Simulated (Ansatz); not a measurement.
# What NaCdCl3 (model cell, started as cubic perovskite with Cd in the octahedra) distorts into

Wanted: the energy along a soft mode of NaCdCl3 (model cell, started as cubic perovskite with Cd in the octahedra) and the structure at the end.

Method: DFT r2SCAN, scalar-relativistic, plane waves, PAW; PAW set soft_1, in Ansatz 0.2.0.

The structure was built from a prototype and need not be the compound's stable phase.

### 1. The starting structure

Symmetry: Pm-3m, No. 221, cubic system. Conventional cell: a = 5.170 Å, b = 5.170 Å, c = 5.170 Å, α = 90.00°, β = 90.00°, γ = 90.00°. Nearest to Na lie 12 Cl at 3.66 Å. Nearest to Cd lie 6 Cl at 2.58 Å. Nearest to Cl lie 2 Cd at 2.58 Å. Farther neighbours and most contacts between anions are not listed.

### 2. Response at finite wavevector

The cell comes from relaxations at this level that are not shown. Stability and thermal properties need the whole zone. Linear response on a 2×2×2 q mesh gives force constants as far as a supercell of that size would, and the tensors from the zone-centre run are typed in so that the long-range dipole term is interpolated apart.

input.yaml

```yaml
crystal:
  lattice:
    - [5.169590516, 0.0, 0.0]
    - [0.0, 5.169590516, 0.0]
    - [0.0, 0.0, 5.169590516]
  atoms:
    - { symbol: Na, position: [0.0, 0.0, 0.0] }
    - { symbol: Cd, position: [0.5, 0.5, 0.5] }
    - { symbol: Cl, position: [0.5, 0.5, 0.0] }
    - { symbol: Cl, position: [0.5, 0.0, 0.5] }
    - { symbol: Cl, position: [0.0, 0.5, 0.5] }
kpoints:
  mp_grid: { grid: [6, 6, 6] }
hamiltonian:
  xc: r2scan
  pseudopotentials: { kind: paw, azcp: { folder: soft_1 } }
scf:
  occupations: { method: fixed }
output:
  eigenvalues: true
phonons:
  method: dfpt
  qmesh: [2, 2, 2]
  temperatures: { t_max: 1000, t_step: 50 }
  qpath:
    path:
      - [[0.0, 0.0, 0.0], [0.0, 0.5, 0.0], [0.5, 0.5, 0.0], [0.0, 0.0, 0.0], [0.5, 0.5, 0.5], [0.0, 0.5, 0.0]]
      - [[0.5, 0.5, 0.5], [0.5, 0.5, 0.0]]
    npoints: 10
  non_analytic_term:
    high_frequency_dielectric_tensor: [[2.8991, 0.0, 0.0], [0.0, 2.8991, 0.0], [0.0, 0.0, 2.8991]]
    born_effective_charges:
      - { species: Na, tensor: [[1.2791, 0.0, 0.0], [0.0, 1.2791, 0.0], [0.0, 0.0, 1.2791]] }
      - { species: Cd, tensor: [[2.5923, 0.0, 0.0], [0.0, 2.5923, 0.0], [0.0, 0.0, 2.5923]] }
      - { species: Cl, tensor: [[-0.862, 0.0, 0.0], [0.0, -0.862, 0.0], [0.0, 0.0, -2.1475]] }
      - { species: Cl, tensor: [[-0.862, 0.0, 0.0], [0.0, -2.1475, 0.0], [0.0, 0.0, -0.862]] }
      - { species: Cl, tensor: [[-2.1475, 0.0, 0.0], [0.0, -0.862, 0.0], [0.0, 0.0, -0.862]] }
    source: "zone-centre run at this cell"
```

On the command line:

```
$ ansatz run input.yaml --threads 4 --pin off --max-ram 16384MiB --backend cpu --events-out ev --progress --plain --runs-dir out
```

Numbers of over 12 decimals in the logs are rounded to 6 here.

What it wrote:

```text
Engine: ansatz 0.2.0, aarch64-unknown-linux-gnu
Pseudopotentials: kind: paw
Pseudopotential: Na, paw, valence charge 9, recommended cutoff 500 eV (meta_gga), soft_1/Na.paw.azcp
Pseudopotential: Cd, paw, valence charge 20, recommended cutoff 500 eV (meta_gga), soft_1/Cd.paw.azcp
Pseudopotential: Cl, paw, valence charge 7, recommended cutoff 500 eV (meta_gga), soft_1/Cl.paw.azcp
Functional definition: r2SCAN
  parameter k0 = 0.174
  parameter k1 = 0.065
  parameter a1 = 4.9479
  exchange = r2scan_x(k0 = k0, k1 = k1, a1 = a1)
  correlation = r2scan_c
Crystal: 5 atoms, lattice volume = 138.156 Å³
Basis set: ecut = 500 eV, 3431 PW (Γ), exchange–correlation on 400×400×400 points (1000 copies of the dense FFT grid, shifted against one another)
Bands: 30, of which v1, the nominal top of the filled ones, is band 25 counted from 1 (24 counted from 0)
Symmetry: 48 space group operations
k-points: 80 of 216 (irreducible under 2 space group operations, time reversal used)
Non-local potential: Na, projectors of the file, l = 0: 3, l = 1: 2, l = 2: 1
Non-local potential: Cd, projectors of the file, l = 0: 3, l = 1: 2, l = 2: 2, l = 3: 1
Non-local potential: Cl, projectors of the file, l = 0: 2, l = 1: 2, l = 2: 1
PAW form: soft (Blöchl's): semilocal exchange-correlation on the pseudo side does not see the compensation charge
PAW frozen core: Na, regenerated for the run's functional (the file was generated under x = pbe(κ = 0.804, μ = 0.219515), c = pbe(β = 0.066725))
PAW frozen core: Cd, regenerated for the run's functional (the file was generated under x = pbe(κ = 0.804, μ = 0.219515), c = pbe(β = 0.066725))
PAW frozen core: Cl, regenerated for the run's functional (the file was generated under x = pbe(κ = 0.804, μ = 0.219515), c = pbe(β = 0.066725))
PAW one-centre angular grid: Na, 302 points (default); XC on 317 of its mesh's 2451 points in the sphere
PAW one-centre angular grid: Cd, 590 points (default); XC on 160 Gauss nodes
PAW one-centre angular grid: Cl, 302 points (default); XC on 160 Gauss nodes
Initial density: superposition of atomic densities (chi_scale 0.1, normalization cell, long waves kept (reshape's long-wave potential 0.01 eV rms))
Initial wavefunctions: pseudopotential atomic-orbital guess
Functional: x = r2scan, c = r2scan; τ floored in thin density (d = 2e-4 eV/Å³)
SCF iter   1: F=—  HF=-13016.865731 eV  |F-HF|=—  |Δ(HF+E_count)|=         —  Δρ=6.69e-2  dr2=5.35e0  dr2_τ=1.29e-2  ethr=3.10e-3  ⟨swp⟩=5.0  Hψ=8768  notcnv=0  defer=225
preconditioner: auto → Resta (q_TF=auto, 2.303 Å⁻¹)  ε∞=3.0  [insulator: Δε(μ)=1.446 eV  Ē_g=12.932 eV  n_scr=26 (ndim 8)  ℏωp=18.4 eV  f_vac=0.056  ε∞_Penn≈3.0]
SCF iter   2: F=—  HF=-13014.963367 eV  |F-HF|=—  |Δ(HF+E_count)|=    1.90e0  Δρ=1.90e-2  dr2=4.72e-1  dr2_τ=7.40e-2  ethr=3.10e-3  ⟨swp⟩=3.0  Hψ=5516  notcnv=0  defer=226
SCF iter   3: F=—  HF=-13014.886473 eV  |F-HF|=—  |Δ(HF+E_count)|=   7.69e-2  Δρ=7.00e-3  dr2=6.16e-2  dr2_τ=2.14e-3  ethr=9.44e-4  ⟨swp⟩=3.0  Hψ=4269  notcnv=0  defer=238
SCF iter   4: F=—  HF=-13014.892054 eV  |F-HF|=—  |Δ(HF+E_count)|=   5.58e-3  Δρ=1.23e-3  dr2=2.48e-3  dr2_τ=1.50e-4  ethr=1.23e-4  ⟨swp⟩=3.0  Hψ=4956  notcnv=0  defer=238
SCF iter   5: F=—  HF=-13014.893210 eV  |F-HF|=—  |Δ(HF+E_count)|=   1.16e-3  Δρ=4.20e-4  dr2=1.85e-4  dr2_τ=1.23e-5  ethr=4.95e-6  ⟨swp⟩=3.0  Hψ=4242  notcnv=0  defer=238
SCF iter   6: F=—  HF=-13014.893395 eV  |F-HF|=—  |Δ(HF+E_count)|=   1.86e-4  Δρ=6.57e-5  dr2=5.60e-6  dr2_τ=7.85e-7  ethr=3.70e-7  ⟨swp⟩=2.0  Hψ=4136  notcnv=0  defer=238
SCF iter   7: F=—  HF=-13014.893410 eV  |F-HF|=—  |Δ(HF+E_count)|=   1.47e-5  Δρ=1.33e-5  dr2=2.93e-7  dr2_τ=2.12e-8  ethr=1.12e-8  ⟨swp⟩=2.0  Hψ=3971  notcnv=0  defer=232
SCF iter   8: F=—  HF=-13014.893415 eV  |F-HF|=—  |Δ(HF+E_count)|=   5.18e-6  Δρ=4.47e-6  dr2=2.99e-8  dr2_τ=2.76e-9  ethr=5.87e-10  ⟨swp⟩=2.0  Hψ=4071  notcnv=0  defer=206
SCF iter   9: F=—  HF=-13014.893415 eV  |F-HF|=—  |Δ(HF+E_count)|=   1.26e-8  Δρ=8.06e-7  dr2=9.55e-10  dr2_τ=1.81e-10  ethr=5.99e-11  ⟨swp⟩=2.0  Hψ=3996  notcnv=0  defer=206
SCF iter  10: F=—  HF=-13014.893415 eV  |F-HF|=—  |Δ(HF+E_count)|=   1.06e-9  Δρ=1.64e-7  dr2=5.28e-11  dr2_τ=2.25e-12  ethr=1.91e-12  ⟨swp⟩=2.0  Hψ=3920  notcnv=0  defer=206
SCF iter  11: F=-13014.893415 eV  HF=-13014.893415 eV  |F-HF|=5.46e-12  |Δ(HF+E_count)|=  8.00e-11  Δρ=2.79e-8  dr2=1.37e-12  dr2_τ=5.51e-14  ethr=1.00e-12  ⟨swp⟩=15.7  Hψ=15916  notcnv=0
SCF 1 converged in 11 iterations: F = -13014.893415 eV  dr2 = 1.37e-12
  greatest PAW one-centre occupation: 1.002 electrons in one spin orbital (limit 2), on the Na atom at site 0 (counted from 0), in its partial waves of l = 0
DFPT response loops at Γ: preconditioner auto → none (the input reference at scf.mixing.eps_inf says where Resta's filter doesn't serve); β = 0.50; Broyden in place of MSR1
NSCF: frozen V_eff on 20 k-points
NSCF: frozen V_eff on 128 k-points
DFPT response loops at q = (0, 0, -0.5) (fractional): mixed as the last ones told, above
NSCF: frozen V_eff on 128 k-points
DFPT response loops at q = (0, -0.5, -0.5) (fractional): mixed as the last ones told, above
NSCF: frozen V_eff on 128 k-points
DFPT response loops at q = (-0.5, -0.5, -0.5) (fractional): mixed as the last ones told, above
SCF converged after 11 iterations
Free energy (F): -13014.893415 eV
Harris-Foulkes:  -13014.893415 eV  (|F-HF|=5.46e-12)
Internal energy: -13014.893415 eV  (E = F + TS)
E sigma→0 (E₀):  -13014.893415 eV
Fermi energy:    1.932141 eV
--- Per-component energies (eV) ---
  E_band       = -918.343885
  E_kinetic    = 1011.273431
  E_local      = -7014.423978  (includes V_loc(G=0)·N_el)
  E_nonlocal   = 496.725272
  E_hartree    = 2951.079612
  E_xc         = -493.621828
  E_vxc        = -651.433688  (∫ρ·V_xc dr)
  E_paw        = -6423.840105  (= ΣΔE_a)
  E_vpaw       = -702.340917  (= ΣTr[D̂ρ^β])
  E_aug_tail   = 0.000003  (compensation charges beyond the density's cutoff)
  E_vtau       = 39.696793  (kinetic-family band-sum trace: ∫τ·v_τ [+ j·A + Jᵃ·Aᵃ] dr)
  E_ewald      = -3541.085570
  E_core_change = -1.000252  (= ΣΔE_core)
  E_smearing   = -0.000000  (= −TS)
  E_closure    = -0.000000  (closes the sum)
  Σ components = -13014.893415   (vs F -13014.893415, Δ=0.00e0)
--- Band table (eV; the first three rows and the last of 80) ---
  k-point 0: bands = [... 21 lower, 0.9713, 1.1072, 1.1072, 1.1072, 4.5247, 6.4476, 10.4231, 10.4231, ... 1 higher]
  k-point 1: bands = [... 21 lower, 0.9469, 0.9469, 1.0846, 1.0846, 5.0534, 6.7244, 10.2286, 10.7348, ... 1 higher]
  k-point 2: bands = [... 21 lower, 0.8648, 0.8648, 1.0646, 1.0646, 6.2813, 7.4458, 9.5548, 11.2896, ... 1 higher]
  k-point 79: bands = [... 21 lower, 1.6157, 1.6157, 1.9321, 1.9321, 7.3886, 9.0814, 9.0814, 9.0814, ... 1 higher]
--- Phonons (Γ-DFPT): 4 representative perturbations + reference, on 80 of 216 k-points (Σ response iterations 26) ---
  k mesh reduced under 2 symmetry operations, with k and −k counted as one. Each operation leaves every solved perturbation unchanged. A smaller set is not considered because the functional reads the kinetic-energy density
  ASR residual: 6.859e-5 → 0.000e0 eV/Å²; symmetrization residual: 1.035e-5 eV/Å²
  ASR residual per site (eV/Å²): 6.86e-5 1.77e-5 1.73e-5 1.73e-5 1.73e-5
  Γ frequencies (cm⁻¹): -92.78 -92.78 -92.78 0.00 0.00 0.00 11.13 11.13 11.13 75.55 75.55 75.55 266.84 266.84 266.84
--- Phonons (arbitrary-q DFPT): 4 irreducible q on the 2×2×2 mesh ---
  q = [0.0000, 0.0000, 0.0000] (star 1, of the zone-centre solve; hermiticity 2.65e-6, symmetrization 4.70e-8): -92.78 -92.78 -92.78 -0.00 0.00 0.00 11.13 11.13 11.13 75.55 75.55 75.55 266.84 266.84 266.84
  q = [0.0000, 0.0000, -0.5000] (star 3, 9 solved perturbations in 504 linear systems a pass and spin channel, the states on 64 of 216 k-point pairs; hermiticity 2.11e-6, symmetrization 8.87e-12): -84.42 -84.42 -23.05 -23.05 28.94 57.66 61.61 61.61 63.51 63.51 88.58 144.57 266.08 266.08 277.09
  q = [0.0000, -0.5000, -0.5000] (star 3, 9 solved perturbations in 504 linear systems a pass and spin channel, the states on 64 of 216 k-point pairs; hermiticity 2.63e-6, symmetrization 1.11e-12): -88.72 -84.66 -84.66 -71.72 47.19 47.19 59.88 86.61 86.61 113.88 148.58 148.58 174.77 265.52 298.69
  q = [-0.5000, -0.5000, -0.5000] (star 1, 4 solved perturbations in 184 linear systems a pass and spin channel, the states on 64 of 216 k-point pairs; hermiticity 1.41e-6, symmetrization 1.28e-11): -88.86 -88.86 -88.86 -86.29 -86.29 -86.29 122.00 122.00 122.00 141.94 141.94 141.94 173.93 173.93 318.05
  sum rule: each row above includes the acoustic sum rule's correction from the zone centre's row sums; it moved no ω² by more than (0.90 cm⁻¹)²
  mesh force constants: q→R imaginary residual 3.98e-18; ASR residual 6.859e-5 → 0.000e0 eV/Å²; symmetrization residual 8.882e-15 eV/Å²
  interpolated dispersion: 63 rows × 15 modes
  density of states and harmonic sums: on the 12×12×12 q-mesh, interpolated from the force constants of a 2×2×2 supercell (with the dipole–dipole term of supplied tensors)
  largest difference from the sums on the solved wave vectors: F 1.57e-1 eV, S 2.01e-4 and C_V 5.11e-5 eV/K
  zero-point energy: 0.086093 eV/cell   skipped modes (ω ≤ 0): 416, of them read as no rigid motion or as one in doubt: 413 (5.010e0 modes/cell left out, lowest -92.78 cm⁻¹)   left out of the sums: 3.34e-1 of the cell's modes: C_V's classical limit lies that fraction below 3 k_B per atom; for a crystal, a wire or a layer, F and S can be off by more, and a phonons.interpolated_qmesh denser along its periods is the remedy for the sampling
```

Wall time 16 min (4 threads of Arm Neoverse V2, shared host); peak memory 14 GiB.

This step gave:

* gap on the k-mesh: 2.593 eV
* volume per atom: 27.63 Å³
* sum-rule residual before enforcement: 6.86e-5 eV/Å²
* lowest frequency on the path: -92.78 cm⁻¹
* point group: m-3m
* highest frequency on the path or at a solved wavevector: 318.1 cm⁻¹
* highest optical mode at the zone centre (no LO-TO term): 266.8 cm⁻¹
* lowest optical zone-centre mode: -92.78 cm⁻¹
* lowest mode on the q mesh (acoustic modes at Γ apart): -92.78 cm⁻¹

Frequencies (cm⁻¹) solved at each irreducible wavevector; negative means imaginary. Frequencies by wavevector, by row:

```csv
q in reciprocal lattice units,star,mode 1,mode 2,mode 3,mode 4,mode 13,mode 14,mode 15
0 0 0,1,-92.8,-92.8,-92.8,0,266.8,266.8,266.8
0 0 -0.5,3,-84.4,-84.4,-23.1,-23.1,266.1,266.1,277.1
0 -0.5 -0.5,3,-88.7,-84.7,-84.7,-71.7,174.8,265.5,298.7
-0.5 -0.5 -0.5,1,-88.9,-88.9,-88.9,-86.3,173.9,173.9,318.1
```

Interpolated from a 2×2×2 q mesh, with the LO-TO term (at Γ the limit along the path; where Γ stands inside the path, tables give the limit on arrival). The phonon branches at the labelled points (cm⁻¹):

```csv
point,branch 1,branch 2,branch 3,branch 4,branch 12,branch 13,branch 14,branch 15
Γ,-93,-93,0,0,110,267,267,305
halfway,-89,-89,-13,-13,120,266,266,293
X,-84,-84,-23,-23,145,266,266,277
halfway,-89,-79,-65,-63,147,214,266,299
M,-89,-85,-85,-72,149,175,266,299
halfway,-89,-84,-54,-50,125,234,266,304
Γ,-93,-93,0,0,110,267,267,305
halfway,-86,-86,-58,-56,130,232,232,314
R,-89,-89,-89,-86,142,174,174,318
halfway,-86,-84,-72,-71,147,204,231,313
X,-84,-84,-23,-23,145,266,266,277
jump to R,-89,-89,-89,-86,142,174,174,318
halfway,-89,-86,-86,-80,146,174,219,315
M,-89,-85,-85,-72,149,175,266,299
```

Symmetry leaves 4 wavevectors to solve. The lowest mode among them, the acoustic zeros apart, lies at Γ and is imaginary, 92.8i cm⁻¹, so the energy falls along it.

### 3. The mode frozen in, largest atomic shift 0 Å

The mode followed lies at q = (-0.5, -0.5, -0.5) with frequency 88.9i cm⁻¹ and is 3-fold degenerate, one of the unstable modes though not the softest. At small amplitude the distorted cell has space group no. 167 by a symmetry search on the positions. The undistorted cell that holds it gives the zero of energy on the same k mesh.

System of this step: NaCdCl3 (model cell, started as cubic perovskite with Cd in the octahedra). The structure is cubic, space group Pm-3m (No. 221). The conventional cell has a = 5.170 Å, b = 5.170 Å, c = 5.170 Å, α = 90.00°, β = 90.00°, γ = 90.00°. Nearest to Na lie 12 Cl at 3.66 Å. Nearest to Cd lie 6 Cl at 2.58 Å. Nearest to Cl lie 2 Cd at 2.58 Å. Farther neighbours and most contacts between anions are not listed.

input.yaml

```yaml
crystal:
  lattice:
    - [5.169590516, 5.169590516, 0.0]
    - [5.169590516, 0.0, 5.169590516]
    - [5.169590516, 0.0, -5.169590516]
  atoms:
    - { symbol: Na, position: [0.0, 0.0, 0.0] }
    - { symbol: Na, position: [0.0, 0.5, 0.5] }
    - { symbol: Cd, position: [0.5, 0.25, 0.75] }
    - { symbol: Cd, position: [0.5, 0.75, 0.25] }
    - { symbol: Cl, position: [0.5, 0.0, 0.0] }
    - { symbol: Cl, position: [0.5, 0.5, 0.5] }
    - { symbol: Cl, position: [0.0, 0.5, 0.0] }
    - { symbol: Cl, position: [0.0, 0.0, 0.5] }
    - { symbol: Cl, position: [0.5, 0.0, 0.5] }
    - { symbol: Cl, position: [0.5, 0.5, 0.0] }
kpoints:
  mp_grid: { grid: [4, 4, 4] }
hamiltonian:
  xc: r2scan
  pseudopotentials: { kind: paw, azcp: { folder: soft_1 } }
scf:
  occupations: { method: gaussian, width: 0.02 }
output:
  forces: true
  stress: true
  eigenvalues: true
```

What it wrote:

```text
[...]
Crystal: 10 atoms, lattice volume = 276.311 Å³
Basis set: ecut = 500 eV, 6975 PW (Γ), exchange–correlation on 216×216×216 points (64 copies of the dense FFT grid, shifted against one another)
Bands: 60, of which v1, the nominal top of the filled ones, is band 50 counted from 1 (49 counted from 0)
Symmetry: 96 space group operations
[...]
k-points: 8 of 64
[...]
k-point 0: bands = [... 46 lower, 1.6156, 1.6156, 1.9321, 1.9321, 4.5246, 6.4476, 7.3886, 9.0813, ... 4 higher]
  k-point 1: bands = [... 46 lower, 1.3102, 1.5116, 1.6550, 1.6550, 5.3259, 6.9017, 7.7229, 8.4037, ... 4 higher]
  k-point 2: bands = [... 46 lower, 1.3891, 1.3891, 1.3891, 1.3891, 6.8981, 6.8981, 7.8509, 7.8509, ... 4 higher]
  k-point 7: bands = [... 46 lower, 1.3355, 1.3355, 1.3681, 1.3681, 7.6900, 7.6900, 8.3546, 8.3546, ... 4 higher]
[key lines of the parts left out:]
SCF converged after 8 iterations
Free energy (F): -26029.786693 eV
Fermi energy:    3.228359 eV
P = ⅓ Tr σ = -0.0077 GPa (-0.077 kbar)
```

Elapsed: 4.6 s, on 4 threads; peak memory 1.3 GiB.

Numbers from this step:

- pressure: -0.007679 GPa
- energy from the undistorted cell: 0 meV/atom

At this level the gap is 2.59 eV on the k-mesh of the self-consistent run, which can miss the band edges.

### 4. The mode frozen in, largest atomic shift 0.6 Å

The atoms are moved along the unstable eigenvector, the largest shift by 0.6 Å, with the cell fixed.

input.yaml, the sections that differ from step 3:

```yaml
crystal:
  lattice:
    - [5.169590516, 5.169590516, 0.0]
    - [5.169590516, 0.0, 5.169590516]
    - [5.169590516, 0.0, -5.169590516]
  atoms:
    - { symbol: Na, position: [0.0, 0.0, 0.0] }
    - { symbol: Na, position: [0.0, 0.5, 0.5] }
    - { symbol: Cd, position: [0.5, 0.25, 0.75] }
    - { symbol: Cd, position: [0.5, 0.75, 0.25] }
    - { symbol: Cl, position: [0.5820691827, 0.0, 0.0] }
    - { symbol: Cl, position: [0.4179308173, 0.5, 0.5] }
    - { symbol: Cl, position: [0.0, 0.4179308173, 0.0] }
    - { symbol: Cl, position: [0.0, 0.0820691827, 0.5] }
    - { symbol: Cl, position: [0.5820691827, -0.0820691827, 0.5] }
    - { symbol: Cl, position: [0.4179308173, 0.5820691827, 0.0] }
# kpoints, hamiltonian, scf, output: as in step 3
```

What it wrote:

```text
[...]
Crystal: 10 atoms, lattice volume = 276.311 Å³
Basis set: ecut = 500 eV, 6975 PW (Γ), exchange–correlation on 216×216×216 points (64 copies of the dense FFT grid, shifted against one another)
Bands: 60, of which v1, the nominal top of the filled ones, is band 50 counted from 1 (49 counted from 0)
Symmetry: 12 space group operations
[...]
k-points: 13 of 64
[...]
k-point 0: bands = [... 46 lower, 1.2493, 1.2493, 1.4966, 1.4966, 4.5201, 7.1479, 8.0620, 8.9707, ... 4 higher]
  k-point 1: bands = [... 46 lower, 1.1571, 1.1571, 1.2458, 1.2458, 5.1819, 7.5252, 7.8575, 8.5446, ... 4 higher]
  k-point 2: bands = [... 46 lower, 1.0972, 1.0972, 1.0972, 1.0972, 6.5212, 6.5212, 8.4216, 8.4216, ... 4 higher]
  k-point 12: bands = [... 46 lower, 1.0431, 1.0431, 1.2059, 1.2059, 6.8908, 6.8908, 8.6883, 8.6883, ... 4 higher]
[key lines of the parts left out:]
SCF converged after 8 iterations
Free energy (F): -26030.536801 eV
Fermi energy:    3.008415 eV
P = ⅓ Tr σ = -2.1482 GPa (-21.482 kbar)
```

Elapsed: 7 s, on 4 threads; peak memory 1.4 GiB.

Numbers from this step:

- pressure: -2.148 GPa
- gap on the k-mesh: 3.023 eV
- energy from the undistorted cell: -75.01 meV/atom

The energy, extrapolated to zero smearing, is -75.01 meV/atom against the undistorted cell.

The run ends at a pressure of -2.15 GPa, with forces up to 0.24 eV/Å.

### 5. Energy along the mode, all amplitudes (two of the runs are shown above)

An imaginary frequency means negative curvature, so the energy should fall and then rise again as anharmonic terms take over.

This step gave:

```yaml
depth_at_the_lowest_point_sampled: 75.01 meV/atom
largest_atomic_shift_at_that_point: 0.6 Å
```

Energy from the parent against largest atomic shift:

```csv
largest atomic shift (Å),energy from the parent (meV/atom)
0.000,0
0.040,-0.494
0.080,-1.96
0.140,-5.93
0.220,-14.2
0.320,-28.4
0.450,-50.4
0.600,-75.0
```

Displacement at unit largest shift by atom:

```csv
atom,x (Å),y (Å),z (Å),size
Na1,0.000,0.000,0.000,0.000
Na2,0.000,0.000,0.000,0.000
Cd3,0.000,0.000,0.000,0.000
Cd4,0.000,0.000,0.000,0.000
Cl5,0.707,0.707,0.000,1.000
Cl6,-0.707,-0.707,0.000,1.000
Cl7,-0.707,0.000,-0.707,1.000
Cl8,0.707,0.000,0.707,1.000
Cl9,0.000,0.707,-0.707,1.000
Cl10,0.000,-0.707,0.707,1.000
```

The lowest of the steps tried is the last one, at 0.6 Å, 75.0 meV/atom below the parent; the bottom of the well need not coincide with a step.

(Continued in part 2 of 2.)

[Logs are printed without paths, hosts, clocks, repeated set-up lines and the standing remarks that a program may print on its own settings, such as how far it seeks lower states.]

[Hosts, paths, dates, database ids (printed as entryN), source tags and the programs' standing remarks are cut or masked in the printed files.]
